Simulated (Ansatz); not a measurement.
# How Mg(0001) screens a field, part 2 of 2

Aim: image plane and induced charge of Mg(0001).

Ansatz 0.2.0; plane-wave DFT, r2SCAN, Ansatz PAW.

So far. Step 7 (Single point, field 0.2 V/Å): The dipole is 0.167 e·Å. Step 8 (Atoms held, field -0.2 V/Å): The dipole is -0.167 e·Å.

### 9. Single point, field 0.4 V/Å

Input file input.yaml:

```yaml
crystal:
  lattice:
    - [3.21, 0.0, 0.0]
    - [1.605, 2.7799415461, 0.0]
    - [0.0, 0.0, 31.0326]
  atoms:
    - { symbol: Mg, position: [0.6666666667, 0.6666666667, 0.2900175944] }
    - { symbol: Mg, position: [0.0, 0.0, 0.3740105566] }
    - { symbol: Mg, position: [0.6666666667, 0.6666666667, 0.4580035189] }
    - { symbol: Mg, position: [0.0, 0.0, 0.5419964811] }
    - { symbol: Mg, position: [0.6666666667, 0.6666666667, 0.6259894434] }
    - { symbol: Mg, position: [0.0, 0.0, 0.7099824056] }
kpoints:
  mp_grid: { grid: [18, 18, 1] }
hamiltonian:
  xc: r2scan
scf:
  occupations: { method: fermi_dirac, width: 0.1 }
  convergence: { dr2_threshold: 1.0e-10 }
efield:
  axis: 3
  dipole_correction: true
  ramp_position: 0.97
  ramp_width: 0.06
  amplitude: 0.4
output:
  forces: true
  write_potential: true
  write_density: true
  volumetric_format: npy
  elf: true
```

On the command line:

```bash
> ansatz run input.yaml --threads 4 --pin off --max-ram 6144MiB --backend cpu --events-out ev --progress --plain --runs-dir out
```

The program printed:

```text
[...]
Crystal: 6 atoms, lattice volume = 276.923 Å³
Basis set: ecut = 500 eV, 6995 PW (Γ), exchange–correlation on 96×96×960 points (64 copies of the dense FFT grid, shifted against one another)
Bands: 36, of which v1, the nominal top of the filled ones, is band 30 counted from 1 (29 counted from 0)
Symmetry: 6 space group operations
k-points: 37 of 324 (time reversal used)
[...]
k-point 0: bands = [... 26 lower, -5.1280, -4.1862, -2.9941, -1.5425, -0.3842, 1.5028, 2.9985, 3.5736, ... 2 higher]
  k-point 1: bands = [... 26 lower, -5.0642, -4.1230, -2.9314, -1.4800, -0.3237, 1.5629, 3.0581, 3.6330, ... 2 higher]
  k-point 2: bands = [... 26 lower, -4.8732, -3.9335, -2.7437, -1.2933, -0.1425, 1.7420, 3.2357, 3.8107, ... 2 higher]
  k-point 36: bands = [... 26 lower, 0.5004, 0.7107, 0.8281, 0.8286, 1.3359, 1.3476, 1.3570, 2.2138, ... 2 higher]
[key lines of the parts left out:]
SCF converged after 10 iterations
Free energy (F): -11557.853857 eV
Fermi energy:    0.933043 eV
Dipole field:    D = 0.217782 V/Å  (p = 0.333288 e·Å, saw-weighted, corrected)
```

Run time: 14 s. Hardware: 4 threads of Intel Xeon Platinum 8488C (Sapphire Rapids), shared host; peak memory 1.3 GiB; 55 s of CPU time.

Running mean over 2.60652 Å of the planar mean, with the applied field; the ramp of the sawtooth is left out. Table of electron's electrostatic potential energy less the Fermi level by z:

| z (Å) | electron's electrostatic potential energy less the Fermi level (eV) |
| --- | --- |
| 3.5 | 2.42 |
| 4.0 | 2.61 |
| 4.5 | 2.81 |
| 5.0 | 2.99 |
| 5.5 | 3.15 |
| 6.0 | 3.23 |
| 6.5 | 3.09 |
| 7.0 | 2.45 |
| 7.5 | 0.622 |
| 8.0 | -2.12 |
| 8.5 | -3.59 |
| 9.0 | -4.02 |
| 9.5 | -4.07 |
| 10.0 | -4.04 |
| 10.5 | -4.03 |
| 11.0 | -4.03 |
| 11.5 | -4.04 |
| 12.0 | -4.04 |
| 12.5 | -4.04 |
| 13.0 | -4.05 |
| 13.5 | -4.06 |
| 14.0 | -4.06 |
| 14.5 | -4.06 |
| 15.0 | -4.07 |
| 15.5 | -4.07 |
| 16.0 | -4.06 |
| 16.5 | -4.06 |
| 17.0 | -4.06 |
| 17.5 | -4.06 |
| 18.0 | -4.05 |
| 18.5 | -4.04 |
| 19.0 | -4.03 |
| 19.5 | -4.03 |
| 20.0 | -4.03 |
| 20.5 | -4.02 |
| 21.0 | -4.03 |
| 21.5 | -4.06 |
| 22.0 | -4.04 |
| 22.5 | -3.64 |
| 23.0 | -2.21 |
| 23.5 | 0.605 |
| 24.0 | 2.72 |
| 24.5 | 3.66 |
| 25.0 | 4.13 |
| 25.5 | 4.42 |
| 26.0 | 4.65 |
| 26.5 | 4.86 |
| 27.0 | 5.06 |
| 27.5 | 5.26 |

The dipole is 0.333 e·Å.

### 10. The response

This step: plane-wave DFT, r2SCAN, Ansatz PAW; screening of a field by a metal slab (Ansatz 0.2.0).

The dipoles give the slope, and the difference of two potentials shows where the field is screened.

This step gave:

| Item | Value |
| --- | --- |
| equivalent conductor thickness p/(ε₀AE) | 16.88 Å |
| distance between the outer atoms | 13.03 Å |
| inner field over outer field | 4.76e-4 |
| image plane, upper face | 1.873 Å |
| induced electrons on the upper face over ε₀E | -1.006 |
| image plane, lower face | 1.873 Å |
| induced electrons on the lower face over ε₀E | 1.006 |

Table of dipole of the cell by applied field:

| applied field (V/Å) | dipole of the cell (e·Å) |
| --- | --- |
| -0.200 | -0.167 |
| -0.100 | -0.0833 |
| -0.050 | -0.0416 |
| 0.000 | 0 |
| 0.050 | 0.0416 |
| 0.100 | 0.0833 |
| 0.200 | 0.167 |
| 0.400 | 0.333 |

Local field over the applied field, running mean. From the potentials at -0.05 and 0.05 V/Å; running mean over 2.60652 Å. The local field over applied field by z:

| z (Å) | local field over applied field |
| --- | --- |
| 5 | 0.970 |
| 6 | 0.855 |
| 7 | 0.553 |
| 8 | 0.196 |
| 9 | 0.00755 |
| 10 | -0.00577 |
| 11 | 0.00449 |
| 12 | -0.00197 |
| 13 | 0.00294 |
| 14 | -9.2e-5 |
| 15 | 9.6e-4 |
| 16 | 0.00109 |
| 17 | -2.1e-4 |
| 18 | 0.00301 |
| 19 | -0.00194 |
| 20 | 0.00423 |
| 21 | -0.00495 |
| 22 | 0.00467 |
| 23 | 0.187 |
| 24 | 0.541 |
| 25 | 0.848 |
| 26 | 0.968 |

The induced electron density oscillates, so the rows of the table below give means over 1 Å (shorter at the two ends). Its distinct maxima (Å: e/Å³ per V/Å): 7.6: 0.00329, 10.3: 4.4e-4, 21.9: 8.3e-4. Distinct minima: 9.2: -8.3e-4, 20.7: -4.4e-4, 23.4: -0.00329.

Electrons, planar mean, per unit field. The induced electron density by z; means over each step:

z (Å), induced electron density (e/Å³ per V/Å) and a bar from the least value:
```
        5    0.00016 ################
        6    0.00083 ####################
        7    0.00253 ##############################
        8    0.00240 #############################
        9   -0.00053 ############
       10    0.00010 ################
       11    0.00005 ###############
       12   -0.00011 ###############
       13    0.00011 ################
       14   -0.00009 ###############
       15    0.00008 ################
       16   -0.00007 ###############
       17    0.00008 ################
       18   -0.00010 ###############
       19    0.00010 ################
       20   -0.00003 ###############
       21   -0.00013 ##############
       22    0.00057 ###################
       23   -0.00232 ##
       24   -0.00259 
       25   -0.00087 ##########
       26   -0.00017 ##############
```

By hand: between -0.05 and 0.05 V/Å the dipole changes by 0.08325 e·Å, a slope of 0.8325 e·Å²/V. A perfect conductor of thickness t has p = ε₀AEt, so t = 180.95 × 0.8325 / 8.924 = 16.88 Å (e/ε₀ = 180.95 V·Å, A in Å²). Less the 13.03 Å between the outer atoms, and halved, that puts each image plane 1.92 Å out.

The induced dipole is that of a conductor 16.88 Å thick.

### 11. Results

```json
{
 "work function": "3.82 eV",
 "image plane, upper face": "1.87 Å",
 "induced electrons on the upper face over ε₀E": "-1.01",
 "equivalent conductor thickness p/(ε₀AE)": "16.9 Å",
 "inner field over outer field": "4.8e-4"
}
```

In words: The induced charge has its centre 1.87 Å outside the outermost atoms; this is the plane from which a capacitor's gap or an image potential counts. The equivalent conductor thickness exceeds the distance between the outer atoms by 3.85 Å, about the sum of the two image-plane distances. In the middle of the slab the field is screened to under 0.5 % of its outer value. The atoms are held at bulk positions with the tabulated experimental lattice constant.

[Long decimals in the printed logs are rounded to 6 places.]

[Logs are printed without paths, hosts, clocks, repeated set-up lines and the standing remarks that a program may print on its own settings, such as how far it seeks lower states.]

[Hosts, paths, dates, database ids (printed as entryN), source tags and the programs' standing remarks are cut or masked in the printed files.]

[Maps of the electrostatic potential energy from Ansatz leave out the sawtooth potential of an applied field or a dipole correction, so their vacuum need not be flat; planar profiles and work functions include it.]
